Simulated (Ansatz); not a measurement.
**LiAlF4 (built on the sites of a database entry of RbAlF4): following an unstable mode**

Aim: this structure of LiAlF4 (built on the sites of a database entry of RbAlF4) is to be tested for unstable modes, and one is followed downhill.

Main program and level: Ansatz 0.2.0; DFT PBEsol, scalar-relativistic, plane waves, PAW.

The structure was built from a prototype and need not be the compound's stable phase.

## 1. The structure

The structure is tetragonal, space group P4/mmm (No. 123). Conventional cell: a = 3.566 Å, b = 3.566 Å, c = 6.060 Å, α = 90.00°, β = 90.00°, γ = 90.00°. Nearest to Li lie 8 F at 2.81 Å. Al has 6 F at 1.78 to 1.79 Å nearest. F has 2 Al at 1.78 Å nearest. Nearest to F lie 1 Al at 1.79 Å. Farther neighbours and most contacts between anions are not listed.

As a file:

```cif
data_structure
_symmetry_space_group_name_H-M 'P4/mmm'
_symmetry_Int_Tables_number 123
_cell_length_a 3.5663
_cell_length_b 3.5663
_cell_length_c 6.0600
_cell_angle_alpha 90.000
_cell_angle_beta 90.000
_cell_angle_gamma 90.000
_cell_volume 77.07
loop_
_atom_site_label
_atom_site_type_symbol
_atom_site_symmetry_multiplicity
_atom_site_Wyckoff_symbol
_atom_site_fract_x
_atom_site_fract_y
_atom_site_fract_z
_atom_site_occupancy
Li1 Li 1 d 0.50000 0.50000 0.50000 1
Al1 Al 1 a 0.00000 0.00000 0.00000 1
F1 F 2 f 0.50000 0.00000 0.00000 1
F2 F 2 g 0.00000 0.00000 0.29535 1
```

## 2. Response at finite wavevector

The cell comes from relaxations at this level that are not shown. The mesh has a single point along some directions, so zone-edge points there are not solved. Linear response on a 2×2×1 q mesh gives force constants as far as a supercell of that size would, and the tensors from the zone-centre run are typed in so that the long-range dipole term is interpolated apart.

Input file input.yaml:

```yaml
crystal:
  lattice:
    - [3.5663032145, 0.0, 0.0]
    - [0.0, 3.5663032145, 0.0]
    - [0.0, 0.0, 6.060049296]
  atoms:
    - { symbol: Li, position: [0.5, 0.5, 0.5] }
    - { symbol: Al, position: [0.0, 0.0, 0.0] }
    - { symbol: F, position: [0.5, 0.0, 0.0] }
    - { symbol: F, position: [0.0, 0.5, 0.0] }
    - { symbol: F, position: [0.0, 0.0, 0.2953455764] }
    - { symbol: F, position: [0.0, 0.0, 0.7046544236] }
kpoints:
  mp_grid: { grid: [6, 6, 4] }
hamiltonian:
  xc: pbesol
scf:
  occupations: { method: fixed }
output:
  eigenvalues: true
phonons:
  method: dfpt
  qmesh: [2, 2, 1]
  temperatures: { t_max: 1000, t_step: 50 }
  qpath:
    path:
      - [[0.0, 0.0, 0.0], [0.0, 0.5, 0.0], [0.5, 0.5, 0.0], [0.0, 0.0, 0.0], [0.0, 0.0, 0.5], [0.0, 0.5, 0.5], [0.5, 0.5, 0.5], [0.0, 0.0, 0.5]]
      - [[0.0, 0.5, 0.0], [0.0, 0.5, 0.5]]
      - [[0.5, 0.5, 0.0], [0.5, 0.5, 0.5]]
    npoints: 10
  non_analytic_term:
    high_frequency_dielectric_tensor: [[1.9023, 0.0, 0.0], [0.0, 1.9023, 0.0], [0.0, 0.0, 1.8479]]
    born_effective_charges:
      - { species: Li, tensor: [[1.1816, 0.0, 0.0], [0.0, 1.1816, 0.0], [0.0, 0.0, 1.2351]] }
      - { species: Al, tensor: [[2.9142, 0.0, 0.0], [0.0, 2.9142, 0.0], [0.0, 0.0, 2.5798]] }
      - { species: F, tensor: [[-1.6471, 0.0, 0.0], [0.0, -0.6832, 0.0], [0.0, 0.0, -0.683]] }
      - { species: F, tensor: [[-0.6832, 0.0, 0.0], [0.0, -1.6471, 0.0], [0.0, 0.0, -0.683]] }
      - { species: F, tensor: [[-0.8827, 0.0, 0.0], [0.0, -0.8827, 0.0], [0.0, 0.0, -1.2244]] }
      - { species: F, tensor: [[-0.8827, 0.0, 0.0], [0.0, -0.8827, 0.0], [0.0, 0.0, -1.2244]] }
    source: "zone-centre run at this cell"
```

Launch:

```bash
ansatz run input.yaml --threads 8 --pin off --max-ram 14336MiB --backend cpu --events-out ev --progress --plain --runs-dir out
```

Numbers of over 12 decimals in the logs are rounded to 6 here.

Output:

```text
Warning: phonons: the dynamical matrix that this run interpolates holds no multipole term above the dipole-dipole one, and a site of this crystal is no centre of inversion, so its interpolated transverse optical and acoustic branches and sound speeds can stay off near Gamma, and the density of states and the thermodynamics with them. What a run solves at a wave vector of phonons.qpoints, Gamma apart, where the deck admits one, is free of this, and under fd what a larger phonons.supercell samples
Engine: ansatz 0.2.0, aarch64-unknown-linux-gnu
Pseudopotentials: kind: paw
Pseudopotential: Li, paw, valence charge 3, recommended cutoff 420 eV (normal), Li.paw.azcp
Pseudopotential: Al, paw, valence charge 3, recommended cutoff 420 eV (normal), Al.paw.azcp
Pseudopotential: F, paw, valence charge 7, recommended cutoff 420 eV (normal), F.paw.azcp
Functional definition: PBEsol
  exchange = pbesol_x
  correlation = pbesol_c
Crystal: 6 atoms, lattice volume = 77.075 Å³
Basis set: ecut = 420 eV, 1513 PW (Γ), exchange–correlation on 48×48×90 points (8 copies of the dense FFT grid, shifted against one another)
Bands: 23, of which v1, the nominal top of the filled ones, is band 17 counted from 1 (16 counted from 0)
Symmetry: 16 space group operations
k-points: 30 of 144
Non-local potential: Li, projectors of the file, l = 0: 3, l = 1: 2, l = 2: 1
Non-local potential: Al, projectors of the file, l = 0: 2, l = 1: 2, l = 2: 1
Non-local potential: F, projectors of the file, l = 0: 2, l = 1: 2, l = 2: 1
PAW form: soft (Blöchl's): semilocal exchange-correlation on the pseudo side does not see the compensation charge
PAW frozen core: Al, regenerated for the run's functional, and the local potential with it (the file was generated under x = pbe(κ = 0.804, μ = 0.219515), c = pbe(β = 0.066725))
PAW frozen core: F, regenerated for the run's functional, and the local potential with it (the file was generated under x = pbe(κ = 0.804, μ = 0.219515), c = pbe(β = 0.066725))
PAW one-centre angular grid: Li, 110 points (default); XC on 64 Gauss nodes
PAW one-centre angular grid: Al, 110 points (default); XC on 64 Gauss nodes
PAW one-centre angular grid: F, 110 points (default); XC on 64 Gauss nodes
Initial density: superposition of atomic densities (neutral atoms: chi_scale 0, normalization atom), corrected by the library's trained network
Initial wavefunctions: pseudopotential atomic-orbital guess
Functional: x = pbesol(κ = 0.804, μ = 0.123457), c = pbesol(β = 0.046)
SCF iter   1: F=—  HF=-3936.865293 eV  |F-HF|=—  |Δ(HF+E_count)|=         —  Δρ=1.16e-2  dr2=6.15e-2  ethr=1.77e-3  ⟨swp⟩=4.6  Hψ=2946  notcnv=0  defer=103
preconditioner: auto → none  [insulator: Δε(μ)=5.661 eV  Ē_g=17.695 eV  n_scr=16 (ndim 8)  ℏωp=23.9 eV  f_vac=0.238  ε∞_Penn≈2.8]
SCF iter   2: F=—  HF=-3936.848152 eV  |F-HF|=—  |Δ(HF+E_count)|=   1.71e-2  Δρ=4.19e-3  dr2=7.32e-3  ethr=1.81e-4  ⟨swp⟩=2.0  Hψ=1430  notcnv=0  defer=113
SCF iter   3: F=—  HF=-3936.845754 eV  |F-HF|=—  |Δ(HF+E_count)|=   2.40e-3  Δρ=5.25e-4  dr2=1.12e-4  ethr=2.15e-5  ⟨swp⟩=2.0  Hψ=1125  notcnv=0  defer=117
SCF iter   4: F=—  HF=-3936.845759 eV  |F-HF|=—  |Δ(HF+E_count)|=   4.94e-6  Δρ=2.75e-4  dr2=3.62e-5  ethr=3.29e-7  ⟨swp⟩=2.0  Hψ=1215  notcnv=0  defer=118
SCF iter   5: F=—  HF=-3936.845758 eV  |F-HF|=—  |Δ(HF+E_count)|=   6.84e-7  Δρ=5.84e-5  dr2=8.04e-7  ethr=1.06e-7  ⟨swp⟩=2.0  Hψ=1192  notcnv=0  defer=64
SCF iter   6: F=—  HF=-3936.845759 eV  |F-HF|=—  |Δ(HF+E_count)|=   8.56e-7  Δρ=1.04e-5  dr2=3.18e-8  ethr=2.36e-9  ⟨swp⟩=2.0  Hψ=996  notcnv=0  defer=48
SCF iter   7: F=—  HF=-3936.845759 eV  |F-HF|=—  |Δ(HF+E_count)|=   7.47e-8  Δρ=9.46e-7  dr2=3.50e-10  ethr=9.36e-11  ⟨swp⟩=2.0  Hψ=1150  notcnv=0  defer=48
SCF iter   8: F=-3936.845759 eV  HF=-3936.845759 eV  |F-HF|=2.82e-11  |Δ(HF+E_count)|=   1.60e-9  Δρ=1.25e-7  dr2=7.71e-12  ethr=1.00e-12  ⟨swp⟩=10.5  Hψ=4382  notcnv=0
SCF 1 converged in 8 iterations: F = -3936.845759 eV  dr2 = 7.71e-12
  greatest PAW one-centre occupation: 0.999 electrons in one spin orbital (limit 2), on the Li atom at site 0 (counted from 0), in its partial waves of l = 0
NSCF: frozen V_eff on 30 k-points
NSCF: frozen V_eff on 48 k-points
DFPT response loops at q = (0, 0, 0) (fractional): preconditioner auto → none (the input reference at scf.mixing.eps_inf says where Resta's filter doesn't serve); β = 0.50; Broyden in place of MSR1
NSCF: frozen V_eff on 96 k-points
DFPT response loops at q = (0, -0.5, 0) (fractional): mixed as the last ones told, above
NSCF: frozen V_eff on 96 k-points
DFPT response loops at q = (-0.5, -0.5, 0) (fractional): mixed as the last ones told, above
SCF converged after 8 iterations
Free energy (F): -3936.845759 eV
Harris-Foulkes:  -3936.845759 eV  (|F-HF|=2.82e-11)
Internal energy: -3936.845759 eV  (E = F + TS)
E sigma→0 (E₀):  -3936.845759 eV
Fermi energy:    -0.173979 eV
--- Per-component energies (eV) ---
  E_band       = -305.069385
  E_kinetic    = 876.743547
  E_local      = -3083.053845  (includes V_loc(G=0)·N_el)
  E_nonlocal   = 271.418533
  E_hartree    = 1180.201087
  E_xc         = -365.740176
  E_vxc        = -450.119174  (∫ρ·V_xc dr)
  E_paw        = -1250.481868  (= ΣΔE_a)
  E_vpaw       = -280.468931  (= ΣTr[D̂ρ^β])
  E_aug_tail   = 0.008308  (compensation charges beyond the density's cutoff)
  E_ewald      = -1566.130254
  E_core_change = 0.188910  (= ΣΔE_core)
  E_smearing   = -0.000000  (= −TS)
  E_closure    = -0.000000  (closes the sum)
  Σ components = -3936.845759   (vs F -3936.845759, Δ=0.00e0)
--- Band table (eV; the first three rows and the last of 30) ---
  k-point 0: bands = [... 13 lower, -0.7716, -0.7288, -0.7288, -0.5571, 5.6073, 8.8973, 10.6247, 13.3265, ... 2 higher]
  k-point 1: bands = [... 13 lower, -0.9628, -0.8806, -0.5351, -0.5351, 5.9392, 8.1440, 11.1628, 13.4689, ... 2 higher]
  k-point 2: bands = [... 13 lower, -1.0498, -1.0498, -0.4465, -0.4465, 6.5164, 7.3128, 11.5124, 13.4554, ... 2 higher]
  k-point 29: bands = [... 13 lower, -0.8823, -0.6321, -0.5027, -0.5027, 9.5210, 9.6805, 9.6805, 10.4026, ... 2 higher]
--- Phonons (Γ-DFPT): 9 representative perturbations + reference (Σ response iterations 32) ---
  ASR residual: 1.194e-2 → 0.000e0 eV/Å²; symmetrization residual: 2.149e-6 eV/Å²
  ASR residual per site (eV/Å²): 4.45e-5 1.19e-2 6.26e-3 6.26e-3 8.04e-4 8.04e-4
  Γ frequencies (cm⁻¹): -246.99 -246.99 -51.83 0.00 0.00 0.00 162.44 162.44 184.40 184.40 213.16 325.81 325.81 392.81 531.46 614.23 706.41 706.41
--- Phonons (arbitrary-q DFPT): 3 irreducible q on the 2×2×1 mesh ---
  q = [0.0000, 0.0000, 0.0000] (star 1, of the zone-centre solve; hermiticity 1.67e-7, symmetrization 7.42e-14): -246.99 -246.99 -51.83 -0.00 0.00 0.00 162.44 162.44 184.40 184.40 213.16 325.81 325.81 392.81 531.46 614.23 706.41 706.41
  q = [0.0000, -0.5000, 0.0000] (star 2, 15 solved perturbations on 48 of 144 k-point pairs; hermiticity 1.28e-7, symmetrization 2.92e-8): -237.55 -198.06 44.42 60.04 117.11 158.43 183.18 198.95 230.11 254.24 299.63 331.36 333.74 505.43 594.53 612.87 668.93 702.47
  q = [-0.5000, -0.5000, 0.0000] (star 1, 9 solved perturbations in 378 linear systems a pass and spin channel, the states on 48 of 144 k-point pairs; hermiticity 1.01e-7, symmetrization 5.03e-8): -198.34 -198.34 -134.94 -127.56 -127.56 -126.98 255.43 258.49 258.49 320.11 320.11 347.45 475.72 536.62 584.97 584.97 587.62 713.87
  sum rule: each row above includes the acoustic sum rule's correction from the zone centre's row sums; it moved no ω² by more than (10.97 cm⁻¹)²
  mesh force constants: q→R imaginary residual 3.58e-18; ASR residual 1.194e-2 → 0.000e0 eV/Å²; symmetrization residual 2.132e-14 eV/Å²
  interpolated dispersion: 94 rows × 18 modes
  density of states and harmonic sums: on the 18×18×10 q-mesh, interpolated from the force constants of a 2×2×1 supercell (with the dipole–dipole term of supplied tensors)
  largest difference from the sums on the solved wave vectors: F 8.98e-2 eV, S 1.22e-4 and C_V 3.07e-5 eV/K
  zero-point energy: 0.318216 eV/cell   skipped modes (ω ≤ 0): 1216, of them read as no rigid motion or as one in doubt: 1213 (3.637e0 modes/cell left out, lowest -246.99 cm⁻¹)   left out of the sums: 2.02e-1 of the cell's modes: C_V's classical limit lies that fraction below 3 k_B per atom; for a crystal, a wire or a layer, F and S can be off by more, and a phonons.interpolated_qmesh denser along its periods is the remedy for the sampling
```

Elapsed: 36 s, on 8 threads of Arm Neoverse V1, shared host; peak memory 0.61 GiB.

A gap read on the k-mesh alone can miss the band edges.

This step gave:

```yaml
gap_on_the_k_mesh: 5.781 eV
volume_per_atom: 12.85 Å³
sum_rule_residual_before_enforcement: 0.01194 eV/Å²
point_group: 4/mmm
highest_optical_mode_at_the_zone_centre_no_lo_to_term: 706.4 cm⁻¹
lowest_optical_zone_centre_mode: -247.0 cm⁻¹
lowest_mode_on_the_q_mesh_acoustic_modes_at_gamma_apart: -247.0 cm⁻¹
highest_frequency_at_a_solved_wavevector_no_lo_to_term_at_gamma: 713.9 cm⁻¹
```

Frequencies (cm⁻¹) solved at each irreducible wavevector; negative means imaginary. Frequencies by wavevector, by row:

```csv
q in reciprocal lattice units,star,mode 1,mode 2,mode 3,mode 4,mode 16,mode 17,mode 18
0 0 0,1,-247,-247,-51.8,0,614.2,706.4,706.4
0 -0.5 0,2,-237.6,-198.1,44.4,60,612.9,668.9,702.5
-0.5 -0.5 0,1,-198.3,-198.3,-134.9,-127.6,585,587.6,713.9
```

Symmetry leaves 3 wavevectors to solve. The lowest mode among them, the acoustic zeros apart, lies at Γ and is imaginary, 247.0i cm⁻¹, so the energy falls along it.

## 3. The mode frozen in, largest atomic shift 0 Å

The mode followed lies at Γ with frequency 247.0i cm⁻¹ and is 2-fold degenerate, the softest among the wavevectors solved. At small amplitude the distorted cell has space group no. 38 by a symmetry search on the positions. The undistorted cell that holds it gives the zero of energy on the same k mesh.

input.yaml, the sections that differ from step 2:

```yaml
scf:
  occupations: { method: gaussian, width: 0.02 }
output:
  forces: true
  stress: true
  eigenvalues: true
# crystal, kpoints, hamiltonian: as in step 2
# phonons: removed
```

Output:

```text
[...]
Crystal: 6 atoms, lattice volume = 77.075 Å³
Basis set: ecut = 420 eV, 1513 PW (Γ), exchange–correlation on 48×48×90 points (8 copies of the dense FFT grid, shifted against one another)
Bands: 23, of which v1, the nominal top of the filled ones, is band 17 counted from 1 (16 counted from 0)
Symmetry: 16 space group operations
[...]
k-points: 30 of 144
[...]
k-point 0: bands = [... 13 lower, -0.7715, -0.7287, -0.7287, -0.5570, 5.6075, 8.8977, 10.6248, 13.3266, ... 1 higher]
  k-point 1: bands = [... 13 lower, -0.9627, -0.8806, -0.5350, -0.5350, 5.9394, 8.1443, 11.1629, 13.4691, ... 1 higher]
  k-point 2: bands = [... 13 lower, -1.0497, -1.0497, -0.4464, -0.4464, 6.5167, 7.3130, 11.5126, 13.4556, ... 1 higher]
  k-point 29: bands = [... 13 lower, -0.8822, -0.6321, -0.5027, -0.5027, 9.5215, 9.6806, 9.6806, 10.4031, ... 1 higher]
[key lines of the parts left out:]
SCF converged after 6 iterations
Free energy (F): -3936.845759 eV
Fermi energy:    2.716802 eV
P = ⅓ Tr σ = 0.0054 GPa (0.054 kbar)
```

The job ended after 0.58 s (8 threads; peak memory 0.4 GiB).

This step gave:

| Quantity | Value |
| --- | --- |
| pressure | 0.005404 GPa |
| energy from the undistorted cell | 0 meV/atom |

At this level the gap is 5.78 eV on the k-mesh of the self-consistent run, which can miss the band edges.

## 4. The mode frozen in, largest atomic shift 0.6 Å

The atoms are moved along the unstable eigenvector, the largest shift by 0.6 Å, with the cell fixed.

input.yaml, the sections that differ from step 3:

```yaml
crystal:
  lattice:
    - [3.5663032145, 0.0, 0.0]
    - [0.0, 3.5663032145, 0.0]
    - [0.0, 0.0, 6.060049296]
  atoms:
    - { symbol: Li, position: [0.6189646654, 0.3810353346, 0.5] }
    - { symbol: Al, position: [-0.0039287196, 0.0039287196, 0.0] }
    - { symbol: F, position: [0.4947492599, 0.002031465, 0.0] }
    - { symbol: F, position: [-0.002031465, 0.5052507401, 0.0] }
    - { symbol: F, position: [-0.0152976439, 0.0152976439, 0.2953455764] }
    - { symbol: F, position: [-0.0152976439, 0.0152976439, 0.7046544236] }
# kpoints, hamiltonian, scf, output: as in step 3
```

Output:

```text
[...]
Crystal: 6 atoms, lattice volume = 77.075 Å³
Basis set: ecut = 420 eV, 1513 PW (Γ), exchange–correlation on 48×48×90 points (8 copies of the dense FFT grid, shifted against one another)
Bands: 23, of which v1, the nominal top of the filled ones, is band 17 counted from 1 (16 counted from 0)
Symmetry: 4 space group operations
[...]
k-points: 39 of 144 (time reversal used)
[...]
k-point 0: bands = [... 13 lower, -0.9305, -0.9003, -0.8558, -0.6660, 5.7131, 9.2026, 10.4735, 12.5394, ... 1 higher]
  k-point 1: bands = [... 13 lower, -1.0826, -1.0227, -0.7207, -0.6698, 6.0402, 8.3351, 11.1439, 12.6183, ... 1 higher]
  k-point 2: bands = [... 13 lower, -1.2344, -1.1656, -0.6572, -0.5839, 6.6041, 7.4779, 11.5763, 12.7013, ... 1 higher]
  k-point 38: bands = [... 13 lower, -1.0010, -0.6824, -0.6319, -0.6113, 8.8723, 9.8417, 10.8655, 11.5884, ... 1 higher]
[key lines of the parts left out:]
SCF converged after 6 iterations
Free energy (F): -3937.137138 eV
Fermi energy:    2.710446 eV
P = ⅓ Tr σ = 0.3221 GPa (3.221 kbar)
```

Elapsed: 1 s, on 8 threads; peak memory 0.46 GiB.

Numbers from this step:

```yaml
pressure: 0.3221 GPa
gap_on_the_k_mesh: 6.005 eV
energy_from_the_undistorted_cell: -48.56 meV/atom
```

The energy, extrapolated to zero smearing, is -48.56 meV/atom against the undistorted cell.

The run ends at a pressure of 0.32 GPa, with forces up to 0.81 eV/Å.

## 5. Energy along the mode, all amplitudes (two of the runs are shown above)

An imaginary frequency means negative curvature, so the energy should fall and then rise again as anharmonic terms take over.

Numbers from this step:

```yaml
depth_at_the_lowest_point_sampled: 48.56 meV/atom
largest_atomic_shift_at_that_point: 0.6 Å
```

Energy from the parent against largest atomic shift:

```csv
largest atomic shift (Å),energy from the parent (meV/atom)
0.000,0
0.040,-0.229
0.080,-0.914
0.140,-2.79
0.220,-6.88
0.320,-14.5
0.450,-28.2
0.600,-48.6
```

Displacement at unit largest shift by atom:

```csv
atom,x (Å),y (Å),z (Å),size
Li1,0.707,-0.707,0.000,1.000
Al2,-0.023,0.023,0.000,0.033
F3,-0.031,0.012,0.000,0.033
F4,-0.012,0.031,0.000,0.033
F5,-0.091,0.091,0.000,0.129
F6,-0.091,0.091,0.000,0.129
```

The lowest of the steps tried is the last one, at 0.6 Å, 48.6 meV/atom below the parent; the bottom of the well need not coincide with a step.

(Part 1 of 3 ends here.)

[Logs are printed without paths, hosts, clocks, repeated set-up lines and the standing remarks that a program may print on its own settings, such as how far it seeks lower states.]

[Hosts, paths, dates, database ids (printed as entryN), source tags and the programs' standing remarks are cut or masked in the printed files.]
